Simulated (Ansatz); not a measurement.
# What Hf (Im-3m, 1 atom in the cell) distorts into

Wanted: the energy along a soft mode of Hf (Im-3m, 1 atom in the cell) and the structure at the end.

Method: DFT LDA, scalar-relativistic, plane waves, norm-conserving pseudopotentials, in Ansatz 0.2.0.

The raw output is cut from this account; settings, times and results stay.

This is not the structure that Hf takes at ambient pressure (hexagonal, No. 194); it is a model or a phase of other conditions.

### Step 1. Set-up

It takes space group Im-3m (No. 229, cubic). Conventional cell: a = 3.429 Å, b = 3.429 Å, c = 3.429 Å, α = 90.00°, β = 90.00°, γ = 90.00°. Hf has 8 Hf at 2.97 Å nearest.

### Step 2. Response at finite wavevector

Stability and thermal properties need the whole zone. Linear response on a 4×4×4 q mesh gives force constants as far as a supercell of that size would.

Contents of input.yaml:

```yaml
crystal:
  lattice:
    - [-1.7144954714, 1.7144954714, 1.7144954714]
    - [1.7144954714, -1.7144954714, 1.7144954714]
    - [1.7144954714, 1.7144954714, -1.7144954714]
  atoms:
    - { symbol: Hf, position: [0.0, 0.0, 0.0] }
kpoints:
  mp_grid: { grid: [16, 16, 16] }
hamiltonian:
  xc: lda
  pseudopotentials: { kind: nc }
scf:
  occupations: { method: methfessel_paxton, width: 0.15 }
output:
  eigenvalues: true
phonons:
  method: dfpt
  qmesh: [4, 4, 4]
  temperatures: { t_max: 1000, t_step: 50 }
  qpath:
    path:
      - [[0.0, 0.0, 0.0], [0.5, -0.5, 0.5], [0.0, 0.0, 0.5], [0.0, 0.0, 0.0], [0.25, 0.25, 0.25], [0.5, -0.5, 0.5]]
      - [[0.25, 0.25, 0.25], [0.0, 0.0, 0.5]]
    npoints: 10
```

Run with:

```console
ansatz run input.yaml --threads 4 --pin off --max-ram 7168MiB --backend cpu --events-out ev --progress --plain --runs-dir out
```

Elapsed: 4.6 min, on 4 threads of Arm Neoverse N1, shared host; peak memory 4 GiB; 12 min of CPU time.

This step gave:

```yaml
volume_per_atom: 20.16 Å³
gap_on_the_k_mesh: 0 eV
sum_rule_residual_before_enforcement: 7.40e-5 eV/Å²
lowest_frequency_on_the_path: -85.27 cm⁻¹
highest_frequency_on_path_mesh_or_solved_points: 140.8 cm⁻¹
lowest_mode_on_the_q_mesh_acoustic_modes_at_gamma_apart: -85.24 cm⁻¹
```

Frequencies (cm⁻¹) solved at each irreducible wavevector; negative means imaginary. Frequencies by wavevector, by row:

```
q in reciprocal lattice units  star  mode 1  mode 2  mode 3
                        0 0 0     1       0       0       0
                     0 0 0.25    12   -41.7    54.2    94.2
                     0 0 -0.5     6   -85.2      82    85.5
                  0 0.25 0.25    24   -53.6    58.1   110.4
               0.25 0.25 0.25     2     -28     -28     -28
              0.25 0.25 -0.25     6    71.5    87.3    87.3
               0.25 -0.5 -0.5    12    97.3   116.3   118.2
               -0.5 -0.5 -0.5     1   140.8   140.8   140.8
```

Interpolated from a 4×4×4 q mesh. Phonon branches along the path, in cm⁻¹:

```
    point  branch 1  branch 2  branch 3
        Γ         0         0         0
  halfway        72        87        87
        H       141       141       141
  halfway        97       116       118
        N       -85        82        86
  halfway       -42        54        94
        Γ         0         0         0
  halfway       -39       -39       120
        P       -28       -28       -28
  halfway        75       109       109
        H       141       141       141
jump to P       -28       -28       -28
  halfway       -83        65        86
        N       -85        82        86
```

Symmetry leaves 8 wavevectors to solve. The lowest mode among them, the acoustic zeros apart, lies at q = (0, 0, -0.5) and is imaginary, 85.2i cm⁻¹, so the energy falls along it.

### Step 3. The mode frozen in, largest atomic shift 0 Å

The mode followed lies at q = (0, 0, -0.5) with frequency 85.2i cm⁻¹, the softest among the wavevectors solved. At small amplitude the pattern taken leaves space group no. 63 by a symmetry search on the positions. The undistorted cell that holds it gives the zero of energy on the same k mesh.

System of this step: Hf. The structure is cubic, space group Im-3m (No. 229). The conventional cell has a = 3.429 Å, b = 3.429 Å, c = 3.429 Å, α = 90.00°, β = 90.00°, γ = 90.00°. Nearest to Hf lie 8 Hf at 2.97 Å.

input.yaml, the sections that differ from step 2:

```yaml
crystal:
  lattice:
    - [-1.7144954714, 1.7144954714, 1.7144954714]
    - [1.7144954714, -1.7144954714, 1.7144954714]
    - [3.4289909427, 3.4289909427, 0.0]
  atoms:
    - { symbol: Hf, position: [0.0, 0.0, 0.0] }
    - { symbol: Hf, position: [0.5, 0.5, 0.5] }
kpoints:
  mp_grid: { grid: [14, 14, 8] }
output:
  forces: true
  stress: true
  eigenvalues: true
# hamiltonian, scf: as in step 2
# phonons: removed
```

The job ended after 16 s (4 threads; peak memory 0.53 GiB; 47 s of CPU time).

This step gave:

* pressure: -0.1273 GPa
* energy from the undistorted cell: 0 meV/atom

The run ends at a pressure of -0.13 GPa.

### Step 4. The mode frozen in, largest atomic shift 0.32 Å

The atoms are moved along the unstable eigenvector, the largest shift by 0.32 Å, with the cell fixed.

input.yaml, the sections that differ from step 3:

```yaml
crystal:
  lattice:
    - [-1.7144954714, 1.7144954714, 1.7144954714]
    - [1.7144954714, -1.7144954714, 1.7144954714]
    - [3.4289909427, 3.4289909427, 0.0]
  atoms:
    - { symbol: Hf, position: [-0.0659885587, 0.0659885587, 0.0] }
    - { symbol: Hf, position: [0.5659885587, 0.4340114413, 0.5] }
# kpoints, hamiltonian, scf, output: as in step 3
```

The job ended after 17 s (4 threads; peak memory 0.53 GiB; 50 s of CPU time).

Read from the output:

```
pressure                         : 1.814 GPa
energy from the undistorted cell : -67.73 meV/atom
```

The energy, extrapolated to zero smearing, is -67.73 meV/atom against the undistorted cell.

The run ends at a pressure of 1.81 GPa, with forces up to 0.18 eV/Å.

### Step 5. Energy along the mode, all amplitudes (two of the runs are shown above)

An imaginary frequency means negative curvature, so the energy should fall and then rise again as anharmonic terms take over.

Numbers from this step:

```yaml
depth_at_the_lowest_point_sampled: 67.73 meV/atom
largest_atomic_shift_at_that_point: 0.32 Å
```

The energy from the parent by largest atomic shift:

```
largest atomic shift (Å)  energy from the parent (meV/atom)
                   0.000                                  0
                   0.040                              -3.22
                   0.080                              -12.6
                   0.140                              -34.0
                   0.220                              -60.7
                   0.320                              -67.7
                   0.450                              -2.92
                   0.600                                164
```

Displacement at unit largest shift by atom:

```
atom   x (Å)   y (Å)  z (Å)   size
 Hf1   0.707  -0.707  0.000  1.000
 Hf2  -0.707   0.707  0.000  1.000
```

The lowest step is at 0.32 Å, 67.7 meV/atom below the parent, and the energy rises beyond it.

### Step 6. Relaxation from the frozen mode

Starting from the lowest point found, all atoms and the cell are let go, so that strain and other modes of the same symmetry can join in.

Changes to input.yaml since step 4:

```diff
@@ -19 +19,6 @@
   eigenvalues: true
+relax:
+  adjacent_minimum: "off"
+  f_tol: 0.002
+  max_steps: 120
+  cell: { stress_tol: 0.03 }
```

It took 3.9 min on 4 threads; peak memory 0.61 GiB.

Relaxation path:

```
step  energy less that of the first step (eV)  largest force component (eV/Å)  pressure (GPa)  volume (Å³)
   1                                   0.0000                          0.1263            1.81        40.32
   2                                  -0.0496                          0.1742           -1.08        41.31
   3                                  -0.0817                          0.0811            0.12        41.09
   4                                  -0.1368                          0.0341            0.66        41.00
   5                                  -0.1169                          0.0428            0.84        40.78
   6                                  -0.1506                          0.0042            0.02        41.15
   7                                  -0.1508                          0.0000            0.01        41.16
   8                                  -0.1508                          0.0004           -0.01        41.17
  9*                                  -0.1541                          0.0004            0.16        41.17
  10                                  -0.1542                          0.0002            0.02        41.22
 11*                                  -0.1542                          0.0002            0.02        41.22
```

Relaxation steps marked * repeat the geometry before them on a plane-wave basis chosen anew for their cell, so energy and pressure can jump there. Relaxation step 5 was tried and not accepted.

Forces are held to the 8 operations that the program found; a distortion that breaks them can't arise in this run.

```
     cell as run  before   after  change
           a (Å)   2.970   3.110  +4.7 %
           b (Å)   2.970   3.110  +4.7 %
           c (Å)   4.849   4.922  +1.5 %
           γ (°)  109.47  120.00  +9.6 %
volume (Å³/atom)   20.16   20.61  +2.2 %
```

The atoms that moved most (Å, as changes of fractional coordinates times the final cell):

```
atom      dx      dy     dz  length
 Hf1   0.066  -0.066  0.000   0.093
 Hf2  -0.066   0.066  0.000   0.093
```

Final coordinates:

```xyz
2
Lattice="-1.9042 1.9042 1.5548 1.9042 -1.9042 1.5548 3.4806 3.4806 0.0000" Properties=species:S:1:pos:R:3 pbc="T T T"
Hf    0.3173   -0.3173    0.0000
Hf    1.4230    2.0576    1.5548
```

This step gave:

```
pressure        : 0.01538 GPa
volume per atom : 20.61 Å³
```

The distorted start has space group Cmcm; the relaxation ends in P6_3/mmc.

### Step 7. Modes of the new phase, k-mesh 14×14×8

A relaxed structure may still be a saddle point, so its zone-centre modes are computed. No field response is asked, since the mesh shows no gap.

input.yaml, the sections that differ from step 6:

```yaml
crystal:
  lattice:
    - [-1.9042342195, 1.9042342195, 1.5547697622]
    - [1.9042342195, -1.9042342195, 1.5547697622]
    - [3.4805799613, 3.4805799613, 0.0]
  atoms:
    - { symbol: Hf, position: [-0.0833224222, 0.0833224222, 0.0] }
    - { symbol: Hf, position: [0.5833224222, 0.4166775778, 0.5] }
output:
  eigenvalues: true
phonons:
  method: dfpt
# kpoints, hamiltonian, scf: as in step 6
# relax: removed
```

It took 100 s on 4 threads; peak memory 2.4 GiB.

This step gave:

```
sum-rule residual before enforcement                    : 2.38e-5 eV/Å²
point group                                             : mmm
highest optical mode at the zone centre (no LO-TO term) : 102.7 cm⁻¹
lowest optical zone-centre mode                         : 76.15 cm⁻¹
```

Patterns of degenerate modes are one choice out of their space. Modes at Γ:

```
mode  frequency (cm⁻¹)      symmetry
   1               0.0      acoustic
   2               0.0      acoustic
   3               0.0      acoustic
   4              76.2  not assigned
   5              76.2  not assigned
   6             102.7           B3g
```

Displacements in mode 5 (76.2 cm⁻¹), the largest set to 1:
```
Hf1  0.00  0.00  1.00
Hf2  0.00  0.00 -1.00
```

Displacements in mode 6 (102.7 cm⁻¹), the largest set to 1:
```
Hf1  1.00  1.00  0.00
Hf2 -1.00 -1.00  0.00
```

Before it was imposed, the acoustic sum rule was missed by 2.4e-5 eV/Å². Small misses are needed for a sound result but don't prove that mesh and cutoff are converged. The lowest optical mode is real, 76.2 cm⁻¹.

### Step 8. Summary of results

* unstable mode of the parent: q = (0, 0, -0.5), 85i cm⁻¹
* depth at the lowest point sampled: 67.7 meV/atom
* largest atomic shift at that point: 0.32 Å
* space group reached: P6_3/mmc
* energy gained over the parent (first relaxation, on the mesh of the frozen mode): 145 meV/atom
* volume per atom, phase reached: 20.6 Å³
* lowest optical zone-centre mode, phase reached: 76.2 cm⁻¹
* highest optical mode at the zone centre (no LO-TO term), phase reached: 103 cm⁻¹

In words: Along this mode the structure falls into P6_3/mmc, 145 meV/atom below the parent. At the parent's cell the well is 67.73 meV/atom deep on the steps tried, with its lowest point at a shift of 0.32 Å. Relaxing atoms and cell changes the gain by +77.19 meV/atom against the lowest step (energies at zero smearing). The new phase has no imaginary mode at the zone centre of its cell; other wavevectors were not checked. Of the 2 patterns followed from this parent, this one reaches the lowest energy. Each path keeps the symmetry of its pattern, so a lower phase may lie along a pattern not tried. With no gap, or one that is small against the smearing, the frequencies hang on the k mesh and the smearing, most of all near Kohn anomalies. Spin-orbit coupling is left out, which can matter for the heavy elements here. A phonon run warned that its eigensolver left some bands unconverged in a pass.

[Long decimals in the printed logs are rounded to 6 places.]

[Logs are printed without paths, hosts, clocks, repeated set-up lines and the standing remarks that a program may print on its own settings, such as how far it seeks lower states.]

[Hosts, paths, dates, database ids (printed as entryN), source tags and the programs' standing remarks are cut or masked in the printed files.]

[Where the starting crystal was built by hand or by swapping elements, it need not be the compound's stable phase.]
